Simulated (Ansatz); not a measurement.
# CsPbCl3 (Pm-3m): lattice thermal conductivity

How well does the lattice of CsPbCl3 conduct heat?

Program: Ansatz 0.2.0. Level of theory: DFT RPBE, scalar-relativistic, plane waves, PAW. Results are calculated unless marked as measured.

**1. Set-up**

The structure is cubic, space group Pm-3m (No. 221). Conventional cell: a = 5.605 Å, b = 5.605 Å, c = 5.605 Å, α = 90.00°, β = 90.00°, γ = 90.00°. Cs has 12 Cl at 3.96 Å nearest. Nearest to Pb lie 6 Cl at 2.80 Å. Nearest to Cl lie 2 Pb at 2.80 Å and 4 Cs at 3.96 Å. Farther neighbours and most contacts between anions are not listed.

**2. Probe on a coarse mesh**

A cheap single point shows whether the cell is a metal or an insulator and how far it is from rest; that sets the k-mesh and the occupations of what follows.

File input.yaml:

```yaml
crystal:
  lattice:
    - [5.605, 0.0, 0.0]
    - [0.0, 5.605, 0.0]
    - [0.0, 0.0, 5.605]
  atoms:
    - { symbol: Cs, position: [0.0, 0.0, 0.0] }
    - { symbol: Pb, position: [0.5, 0.5, 0.5] }
    - { symbol: Cl, position: [0.5, 0.5, 0.0] }
    - { symbol: Cl, position: [0.0, 0.5, 0.5] }
    - { symbol: Cl, position: [0.5, 0.0, 0.5] }
kpoints:
  mp_grid: { grid: [4, 4, 4] }
hamiltonian:
  xc: rpbe
scf:
  occupations: { method: gaussian, width: 0.1 }
output:
  forces: true
  stress: true
  eigenvalues: true
```

Launch:

```sh
$ ansatz run input.yaml --threads 4 --pin off --max-ram 16384MiB --backend cpu --events-out ev --progress --plain --runs-dir out
```

Numbers of over 12 decimals in the logs are rounded to 6 here.

What it wrote:

```text
Engine: ansatz 0.2.0, aarch64-unknown-linux-gnu
Pseudopotentials: kind: paw
Pseudopotential: Cs, paw, valence charge 9, recommended cutoff 420 eV (normal), Cs.paw.azcp
Pseudopotential: Pb, paw, valence charge 14, recommended cutoff 420 eV (normal), Pb.paw.azcp
Pseudopotential: Cl, paw, valence charge 7, recommended cutoff 420 eV (normal), Cl.paw.azcp
Functional definition: RPBE
  parameter kappa = 0.804
  parameter beta = 0.066725
  exchange = rpbe_x(kappa = kappa, mu = beta*pi^2/3)
  correlation = pbe_c(beta = beta)
Crystal: 5 atoms, lattice volume = 176.087 Å³
Basis set: ecut = 420 eV, 3407 PW (Γ), exchange–correlation on 80×80×80 points (8 copies of the dense FFT grid, shifted against one another)
Bands: 27, of which v1, the nominal top of the filled ones, is band 22 counted from 1 (21 counted from 0)
Symmetry: 48 space group operations
Space group: Pm-3m (ITA 221), of the structure as read, at distance tolerance 5.6e-5 Å
k-points: 10 of 64
Non-local potential: Cs, projectors of the file, l = 0: 3, l = 1: 2, l = 2: 2, l = 3: 2
Non-local potential: Pb, projectors of the file, l = 0: 2, l = 1: 2, l = 2: 2, l = 3: 2
Non-local potential: Cl, projectors of the file, l = 0: 2, l = 1: 2, l = 2: 2
PAW form: soft (Blöchl's): semilocal exchange-correlation on the pseudo side does not see the compensation charge
PAW frozen core: Cs, regenerated for the run's functional, and the local potential with it (the file was generated under x = pbe(κ = 0.804, μ = 0.219515), c = pbe(β = 0.066725))
PAW frozen core: Pb, regenerated for the run's functional, and the local potential with it (the file was generated under x = pbe(κ = 0.804, μ = 0.219515), c = pbe(β = 0.066725))
PAW frozen core: Cl, regenerated for the run's functional, and the local potential with it (the file was generated under x = pbe(κ = 0.804, μ = 0.219515), c = pbe(β = 0.066725))
PAW one-centre angular grid: Cs, 194 points (default); XC on 64 Gauss nodes
PAW one-centre angular grid: Pb, 590 points (default); XC on 64 Gauss nodes
PAW one-centre angular grid: Cl, 110 points (default); XC on 64 Gauss nodes
Initial density: superposition of atomic densities (neutral atoms: chi_scale 0, normalization atom), corrected by the library's trained network
Initial wavefunctions: pseudopotential atomic-orbital guess
Functional: x = rpbe, c = pbe(β = 0.066725)
SCF iter   1: F=—  HF=-20859.464648 eV  |F-HF|=—  |Δ(HF+E_count)|=         —  Δρ=2.82e-3  dr2=1.89e-2  ethr=1.77e-3  ⟨swp⟩=6.9  Hψ=1360  notcnv=0
preconditioner: auto → Resta (q_TF=auto, 2.165 Å⁻¹)  ε∞=2.8  [insulator: Δε(μ)=2.085 eV  Ē_g=13.453 eV  σ=0.100 eV  W_gap=1.00  n_scr=26 (ndim 8)  ℏωp=18.1 eV  f_vac=0.062  D(μ)=0.00/eV (n_scr^D=0)  ε∞_Penn≈2.8]
SCF iter   2: F=—  HF=-20859.459698 eV  |F-HF|=—  |Δ(HF+E_count)|=   4.95e-3  Δρ=1.33e-3  dr2=3.35e-3  ethr=4.30e-5  ⟨swp⟩=2.6  Hψ=559  notcnv=0
SCF iter   3: F=—  HF=-20859.459845 eV  |F-HF|=—  |Δ(HF+E_count)|=   1.46e-4  Δρ=3.89e-4  dr2=2.88e-4  ethr=7.61e-6  ⟨swp⟩=2.5  Hψ=417  notcnv=0
SCF iter   4: F=—  HF=-20859.460036 eV  |F-HF|=—  |Δ(HF+E_count)|=   1.91e-4  Δρ=7.63e-5  dr2=1.23e-5  ethr=6.55e-7  ⟨swp⟩=2.6  Hψ=514  notcnv=0
SCF iter   5: F=—  HF=-20859.460025 eV  |F-HF|=—  |Δ(HF+E_count)|=   1.12e-5  Δρ=2.57e-5  dr2=1.44e-6  ethr=2.79e-8  ⟨swp⟩=2.0  Hψ=468  notcnv=0
SCF iter   6: F=-20859.460029 eV  HF=-20859.460029 eV  |F-HF|=9.49e-8  |Δ(HF+E_count)|=   4.82e-6  Δρ=4.38e-6  dr2=3.57e-8  ethr=2.27e-10  ⟨swp⟩=9.5  Hψ=1601  notcnv=0
SCF 1 converged in 6 iterations: F = -20859.460029 eV  dr2 = 3.57e-8
  greatest PAW one-centre occupation: 0.983 electrons in one spin orbital (limit 2), on the Pb atom at site 1 (counted from 0), in its partial waves of l = 2
SCF converged after 6 iterations
Free energy (F): -20859.460029 eV
Harris-Foulkes:  -20859.460029 eV  (|F-HF|=9.49e-8)
Internal energy: -20859.460029 eV  (E = F + TS)
E sigma→0 (E₀):  -20859.460029 eV
Fermi energy:    5.292680 eV
--- Per-component energies (eV) ---
  E_band       = -228.793718
  E_kinetic    = 915.165153
  E_local      = -2669.334327  (includes V_loc(G=0)·N_el)
  E_nonlocal   = 463.233224
  E_hartree    = 1014.085475
  E_xc         = -721.677749
  E_vxc        = -628.375495  (∫ρ·V_xc dr)
  E_paw        = -17480.632408  (= ΣΔE_a)
  E_vpaw       = -337.648106  (= ΣTr[D̂ρ^β])
  E_aug_tail   = 0.000309  (compensation charges beyond the density's cutoff)
  E_ewald      = -2380.199303
  E_core_change = -0.100402  (= ΣΔE_core)
  E_smearing   = -0.000000  (= −TS)
  E_closure    = 0.000000  (closes the sum)
  Σ components = -20859.460029   (vs F -20859.460029, Δ=0.00e0)
--- Forces (eV/Å), atoms counted from 1 ---
  atom   1  Cs    -0.00000000     0.00000000     0.00000000
  atom   2  Pb     0.00000000    -0.00000000    -0.00000000
  atom   3  Cl     0.00000000    -0.00000000    -0.00000000
  atom   4  Cl     0.00000000    -0.00000000     0.00000000
  atom   5  Cl     0.00000000    -0.00000000    -0.00000000
  max |Σ_I F_I| component: 2.41e-29 eV/Å
--- Stress (GPa, compression-positive) ---
        3.391424       0.000000       0.000000
        0.000000       3.391424       0.000000
        0.000000       0.000000       3.391424
  P = ⅓ Tr σ = 3.3914 GPa (33.914 kbar)
--- Band table (eV; the first three rows and the last of 10) ---
  k-point 0: bands = [... 18 lower, 1.6068, 1.7102, 1.7102, 1.7102, 7.9158, 8.7527, 8.7527, 9.6149, ... 1 higher]
  k-point 1: bands = [... 18 lower, 1.5605, 1.6579, 1.6579, 1.8167, 8.3820, 9.0537, 9.1428, 9.2377, ... 1 higher]
  k-point 2: bands = [... 18 lower, 1.5136, 1.6054, 1.6054, 2.5689, 7.3713, 9.1824, 9.6282, 9.7016, ... 1 higher]
  k-point 9: bands = [... 18 lower, 2.0221, 2.0221, 2.0221, 4.2701, 6.3206, 6.3206, 6.3206, 9.6261, ... 1 higher]
```

Run time: 1.1 s. Hardware: 4 threads of Arm Neoverse V1, shared host; peak memory 0.49 GiB; 3.8 s of CPU time.

Reading the cycles: dr2 is the Hartree energy of the density residual (eV), the measure of convergence; HF is the Harris–Foulkes estimate of the energy, which meets the free energy F at convergence.

Numbers from this step:

| Quantity | Value |
| --- | --- |
| pressure | 3.391 GPa |
| gap on the k-mesh | 2.051 eV |
| volume per atom | 35.22 Å³ |

The start is under 3.4 GPa at this level and looks like an insulator or semiconductor on this mesh.

**3. Finding the static equilibrium**

The vibrations must be taken about the equilibrium of this functional, not about the starting cell, so the structure is relaxed.

input.yaml, the sections that differ from step 2:

```yaml
kpoints:
  mp_grid: { grid: [6, 6, 6] }
scf:
  occupations: { method: gaussian, width: 0.02 }
output:
  forces: true
  stress: true
  eigenvalues: true
  write_density: true
  write_potential: true
  elf: true
  volumetric_format: npy
relax:
  adjacent_minimum: "off"
  f_tol: 0.005
  max_steps: 80
  cell: { stress_tol: 0.05 }
# crystal, hamiltonian: as in step 2
```

What it wrote:

```text
[...]
Crystal: 5 atoms, lattice volume = 176.087 Å³
Basis set: ecut = 420 eV, 3407 PW (Γ), exchange–correlation on 80×80×80 points (8 copies of the dense FFT grid, shifted against one another)
Bands: 27, of which v1, the nominal top of the filled ones, is band 22 counted from 1 (21 counted from 0)
Symmetry: 48 space group operations
[...]
k-points: 20 of 216
[...]
SCF iter   1: F=—  HF=-20859.484187 eV  |F-HF|=—  |Δ(HF+E_count)|=         —  Δρ=2.73e-3  dr2=1.68e-2  ethr=1.77e-3  ⟨swp⟩=8.2  Hψ=2853  notcnv=0
[...]
SCF iter   6: F=-20859.480171 eV  HF=-20859.480171 eV  |F-HF|=1.01e-7  |Δ(HF+E_count)|=   3.73e-6  Δρ=4.31e-6  dr2=3.32e-8  ethr=2.27e-10  ⟨swp⟩=13.0  Hψ=4590  notcnv=0
SCF 1 converged in 6 iterations: F = -20859.480171 eV  dr2 = 3.32e-8
[...]
relax step   1: F+E_penalty+E_count = -20859.48017120 eV  Δ(F+E_penalty+E_count) = +0.000e0 eV  max|allowed force component| = 3.000e-29 eV/Å  Δτ_max = 0.0000 Å  P = +3.310 GPa  Ω = 176.087 Å³  (6 SCF iters, dr2 threshold 1.00e-7 eV, accepted)
Crystal: 5 atoms, lattice volume = 191.364 Å³
Basis set: ecut = 420 eV, 3743 PW (Γ), exchange–correlation on 80×80×80 points (8 copies of the dense FFT grid, shifted against one another)
[...]
iter 1 solved again at ethr=4.80e-5 eV; its pass at ethr=3.10e-3 eV (dr2=2.11e-2 eV) is discarded
[...]
SCF iter   6: F=-20859.678400 eV  HF=-20859.678400 eV  |F-HF|=2.33e-8  |Δ(HF+E_count)|=   7.34e-7  Δρ=3.01e-6  dr2=2.32e-8  ethr=6.45e-10  ⟨swp⟩=8.2  Hψ=4080  notcnv=0
SCF 2 converged in 6 iterations: F = -20859.678400 eV  dr2 = 2.32e-8
[...]
relax step   2: F+E_penalty+E_count = -20859.67840041 eV  Δ(F+E_penalty+E_count) = -1.982e-1 eV  max|allowed force component| = 2.733e-29 eV/Å  Δτ_max = 0.0000 Å  P = +1.022 GPa  Ω = 191.364 Å³  energy of the carried Pulay correction = -5.147e-4 eV  (6 SCF iters, dr2 threshold 5.00e-7 eV, accepted)
Crystal: 5 atoms, lattice volume = 199.076 Å³
Basis set: ecut = 420 eV, 3887 PW (Γ), exchange–correlation on 80×80×80 points (8 copies of the dense FFT grid, shifted against one another)
[...]
SCF iter   5: F=-20859.706601 eV  HF=-20859.706601 eV  |F-HF|=1.50e-7  |Δ(HF+E_count)|=   5.81e-6  Δρ=4.98e-6  dr2=4.97e-8  ethr=1.14e-9  ⟨swp⟩=10.2  Hψ=4728  notcnv=0
SCF 3 converged in 5 iterations: F = -20859.706601 eV  dr2 = 4.97e-8
relax step   3: F+E_penalty+E_count = -20859.70660106 eV  Δ(F+E_penalty+E_count) = -2.820e-2 eV  max|allowed force component| = 2.740e-29 eV/Å  Δτ_max = 0.0000 Å  P = +0.189 GPa  Ω = 199.076 Å³  energy of the carried Pulay correction = -7.587e-4 eV  (5 SCF iters, dr2 threshold 5.00e-7 eV, accepted)
[...]
relax step   4: F+E_penalty+E_count = -20859.70770943 eV  Δ(F+E_penalty+E_count) = -1.108e-3 eV  max|allowed force component| = 3.012e-29 eV/Å  Δτ_max = 0.0000 Å  P = +0.015 GPa  Ω = 200.913 Å³  energy of the carried Pulay correction = -8.153e-4 eV  (5 SCF iters, dr2 threshold 8.93e-8 eV, accepted)
[...]
SCF iter   5: F=-20859.708688 eV  HF=-20859.708688 eV  |F-HF|=4.26e-10  |Δ(HF+E_count)|=  6.55e-10  Δρ=1.48e-7  dr2=2.16e-11  ethr=1.00e-12  ⟨swp⟩=7.2  Hψ=2949  notcnv=0
SCF 5 converged in 5 iterations: F = -20859.708688 eV  dr2 = 2.16e-11
relax step   5: F+E_penalty+E_count = -20859.70868807 eV  Δ(F+E_penalty+E_count) = -9.786e-4 eV  max|allowed force component| = 1.707e-29 eV/Å  Δτ_max = 0.0000 Å  P = +0.019 GPa  Ω = 200.913 Å³  stress off target by 1.88e-2 GPa  SCF on the basis re-selected at this cell (its energy is not comparable with the rows above)  (5 SCF iters)
basis re-selected at this cell: Δ(F+E_penalty+E_count) = -9.786e-4 eV, ΔP = +0.003 GPa vs the last step (what re-selecting the basis moved, of the pressure what is left beyond the Pulay correction that the steps carried, after the strain that the cell walked since its last selection, with what the two solves' SCF thresholds leave and, on support functions, any second-order correction that the steps lacked; it is no m [...]
SCF converged after 5 iterations
Free energy (F): -20859.708688 eV
[...]
Internal energy: -20859.708688 eV  (E = F + TS)
E sigma→0 (E₀):  -20859.708688 eV
Fermi energy:    3.699258 eV
[...]
--- Stress (GPa, compression-positive) ---
        0.018781       0.000000      -0.000000
        0.000000       0.018781       0.000000
       -0.000000       0.000000       0.018781
  P = ⅓ Tr σ = 0.0188 GPa (0.188 kbar)
--- Band table (eV; the first three rows and the last of 20) ---
  k-point 0: bands = [... 18 lower, 0.7345, 0.7868, 0.7868, 0.7868, 6.6462, 7.7266, 7.7266, 8.4245, ... 1 higher]
  k-point 1: bands = [... 18 lower, 0.7157, 0.7693, 0.7693, 0.7802, 6.8331, 7.7253, 7.8785, 7.9767, ... 1 higher]
  k-point 2: bands = [... 18 lower, 0.6788, 0.7398, 0.7398, 0.9128, 6.3804, 7.5502, 7.9965, 7.9965, ... 1 higher]
  k-point 19: bands = [... 18 lower, 1.0558, 1.0558, 1.0558, 2.4293, 4.9694, 4.9694, 4.9694, 8.3558, ... 1 higher]
--- Relaxed structure (4 steps of the walk, 4 accepted, 1 SCFs on fresh bases) ---
  F+E_penalty+E_count = -20859.70868807 eV   max|allowed force component| = 1.707e-29 eV/Å   (the final SCF, on the basis selected at the relaxed cell)
  cell:  # Å, volume = 200.9126 Å³
    - [5.856917, 0, 0]
    - [0, 5.856917, 0.0]
    - [0, 0.0, 5.856917]
  atoms:
    - { symbol: Cs, position: [0, 0, 0] }
    - { symbol: Pb, position: [0.5, 0.5, 0.5] }
    - { symbol: Cl, position: [0.5, 0.5, 0] }
    - { symbol: Cl, position: [0, 0.5, 0.5] }
    - { symbol: Cl, position: [0.5, 0, 0.5] }
```

Wall time 10 s (4 threads); peak memory 0.57 GiB; 38 s of CPU time.

The steps of the relaxation:

| step | energy less that of the first step (eV) | largest force component (eV/Å) | pressure (GPa) | volume (Å³) |
| --- | --- | --- | --- | --- |
| 1 | 0.0000 | 0.0000 | 3.31 | 176.09 |
| 2 | -0.1982 | 0.0000 | 1.02 | 191.36 |
| 3 | -0.2264 | 0.0000 | 0.19 | 199.08 |
| 4 | -0.2275 | 0.0000 | 0.02 | 200.91 |
| 5* | -0.2285 | 0.0000 | 0.02 | 200.91 |

Relaxation steps marked * repeat the geometry before them on a plane-wave basis chosen anew for their cell, so energy and pressure can jump there.

Forces are held to the 48 operations that the run works with; a distortion that breaks them can't arise in this run.

| conventional cell, symmetrised | before | after | change |
| --- | --- | --- | --- |
| a (Å) | 5.605 | 5.857 | +4.5 % |
| b (Å) | 5.605 | 5.857 | +4.5 % |
| c (Å) | 5.605 | 5.857 | +4.5 % |
| volume (Å³/atom) | 35.22 | 40.18 | +14.1 % |

Final coordinates:

```xyz
5
Lattice="5.8569 0.0000 0.0000 0.0000 5.8569 0.0000 0.0000 0.0000 5.8569" Properties=species:S:1:pos:R:3 pbc="T T T"
Cs    0.0000    0.0000    0.0000
Pb    2.9285    2.9285    2.9285
Cl    2.9285    2.9285    0.0000
Cl    0.0000    2.9285    2.9285
Cl    2.9285    0.0000    2.9285
```

This step gave:

```
pressure          : 0.01878 GPa
gap on the k-mesh : 2.540 eV
volume per atom   : 40.18 Å³
```

ELF in the ac plane at fractional y = 0.500, with atoms of Pb and Cl within 0.2 Å of it. It is the smooth field of the valence electrons, not physical close to the nuclei.

Ten even steps from '_' (0.00) to '@' (0.87), each cell a mean:
```
______--##@@@@##**@@@@%%++..____
______..++%%@@@@@@@@@@##--______
....____..==##%%%%##**--______..
**==::____..::----::..______--++
@@%%++..__..::::--::..____--##%%
@@@@%%--..::========--....**@@@@
%%@@@@++::--==::..--==::::##@@@@
--%%@@**::==--____..==----%%@@**
**%%@@++::====____::==::--%%@@##
@@@@%%==..--====--====::::##@@@@
@@@@##::__::--====--::....==%%@@
##**--______..::::::..____..++##
--::______::==++**++--..____..--
________--##%%@@@@@@%%++::______
______::**@@@@%%%%@@@@%%==..____
______--##@@@@**--%%@@@@**..____
```
Columns run along a (5.9 Å), rows up along c (5.9 Å). Atoms in or near the plane, at fractional coordinates: Pb at (0.50, 0.50), Cl at (0.50, 0.00), Cl at (0.00, 0.50).

Electrostatic potential energy in the ac plane at fractional y = 0.500, with atoms of Pb and Cl within 0.2 Å of it. With pseudopotentials it is smooth inside the atoms' cores, unlike the true potential.

Ten even steps from '_' (-45 eV) to '@' (8 eV), each cell a mean:
```
@@@@@@@@@@%%==____..##@@@@@@@@@@
@@@@@@@@@@@@##==--++%%@@@@@@@@@@
@@@@@@@@@@@@@@%%%%%%@@@@@@@@@@@@
@@@@@@@@@@@@@@@@@@@@@@@@@@@@@@@@
@@@@@@@@@@@@%%####%%%%@@@@@@@@@@
**##@@@@@@%%**--::==##%%@@@@%%##
__--##@@%%**::......==%%@@%%++..
____**@@%%++..--==..::##@@%%--__
__..**@@%%**..::--..--##@@%%==__
--++%%@@@@##==....::**%%@@@@##==
%%@@@@@@@@%%##**++**%%@@@@@@@@%%
@@@@@@@@@@@@@@%%%%%%@@@@@@@@@@@@
@@@@@@@@@@@@@@@@@@@@@@@@@@@@@@@@
@@@@@@@@@@@@%%****##@@@@@@@@@@@@
@@@@@@@@@@@@++..__--##@@@@@@@@@@
@@@@@@@@@@%%--______**@@@@@@@@@@
```
Columns run along a (5.9 Å; values clipped at the 3rd and 97th percentile), rows up along c (5.9 Å). Atoms in or near the plane, at fractional coordinates: Pb at (0.50, 0.50), Cl at (0.50, 0.00), Cl at (0.00, 0.50).

Valence density in the ac plane at fractional y = 0.500, with atoms of Pb and Cl within 0.2 Å of it. It is the smooth field of the valence electrons, not physical close to the nuclei.

Ten steps, logarithmic in the rise over the least value, from '_' (0.00 × 1e0 e/Å³) to '@' (9.02 × 1e0 e/Å³), each cell a mean:
```
________..--++**++**++::..______
________..--==++**++==::________
__________..--====--::..________
....______....::::::..________..
--::....__..::----::....__..::::
++==--....::==++**++--....::==++
****==::::--**%%%%##++::::--++**
--**++--::==##@@@@%%**--::==**++
++**++--::==##@@@@%%++--::==++**
**++==::..--++####**==::..--==++
==--::......--====--::......----
::....____....::::::..______....
__________..::----::....________
________..::==++++==--..________
________..--++******==::..______
________::==**++--**++--..______
```
Columns run along a (5.9 Å), rows up along c (5.9 Å). Atoms in or near the plane, at fractional coordinates: Pb at (0.50, 0.50), Cl at (0.50, 0.00), Cl at (0.00, 0.50).

The relaxation ends with a pressure of 0.02 GPa.

**4. A second relaxation**

The relaxation is run once more from where the first one ended, as the script does after a large change of volume or of the gap, with mesh and occupations reviewed.

input.yaml, the sections that differ from step 3:

```yaml
crystal:
  lattice:
    - [5.8569172689, 0.0, 0.0]
    - [0.0, 5.8569172689, 0.0]
    - [0.0, 0.0, 5.8569172689]
  atoms:
    - { symbol: Cs, position: [0.0, 0.0, 0.0] }
    - { symbol: Pb, position: [0.5, 0.5, 0.5] }
    - { symbol: Cl, position: [0.5, 0.5, 0.0] }
    - { symbol: Cl, position: [0.0, 0.5, 0.5] }
    - { symbol: Cl, position: [0.5, 0.0, 0.5] }
kpoints:
  mp_grid: { grid: [4, 4, 4] }
output:
  forces: true
  stress: true
  eigenvalues: true
# hamiltonian, scf, relax: as in step 3
```

What it wrote:

```text
[...]
Crystal: 5 atoms, lattice volume = 200.913 Å³
Basis set: ecut = 420 eV, 3887 PW (Γ), exchange–correlation on 80×80×80 points (8 copies of the dense FFT grid, shifted against one another)
Bands: 27, of which v1, the nominal top of the filled ones, is band 22 counted from 1 (21 counted from 0)
Symmetry: 48 space group operations
[...]
k-points: 10 of 64
[...]
--- Relaxed structure (2 steps of the walk, 2 accepted, 1 SCFs on fresh bases) ---
[...]
cell:  # Å, volume = 201.2211 Å³
    - [5.859913, 0, 0]
    - [0, 5.859913, 0]
    - [0, 0, 5.859913]
  atoms:
    - { symbol: Cs, position: [0, 0, 0] }
    - { symbol: Pb, position: [0.5, 0.5, 0.5] }
    - { symbol: Cl, position: [0.5, 0.5, 0] }
    - { symbol: Cl, position: [0, 0.5, 0.5] }
    - { symbol: Cl, position: [0.5, 0, 0.5] }
[key lines of the parts left out:]
SCF converged after 4 iterations
Free energy (F): -20859.697500 eV
Fermi energy:    3.681624 eV
P = ⅓ Tr σ = 0.0290 GPa (0.290 kbar)
```

It took 3.4 s on 4 threads; peak memory 0.54 GiB; 12 s of CPU time.

Little changed from the start: no atom moved by 0.005 Å and no cell edge by 0.1 %.

This step gave:

- pressure: 0.02902 GPa
- gap on the k-mesh: 2.541 eV
- volume per atom: 40.24 Å³

(Part 1 of 2 ends here.)

[Logs are printed without paths, hosts, clocks, repeated set-up lines and the standing remarks that a program may print on its own settings, such as how far it seeks lower states.]

[Hosts, paths, dates, database ids (printed as entryN), source tags and the programs' standing remarks are cut or masked in the printed files.]

[A step with changed settings may run another functional than the one named; its input shows which.]
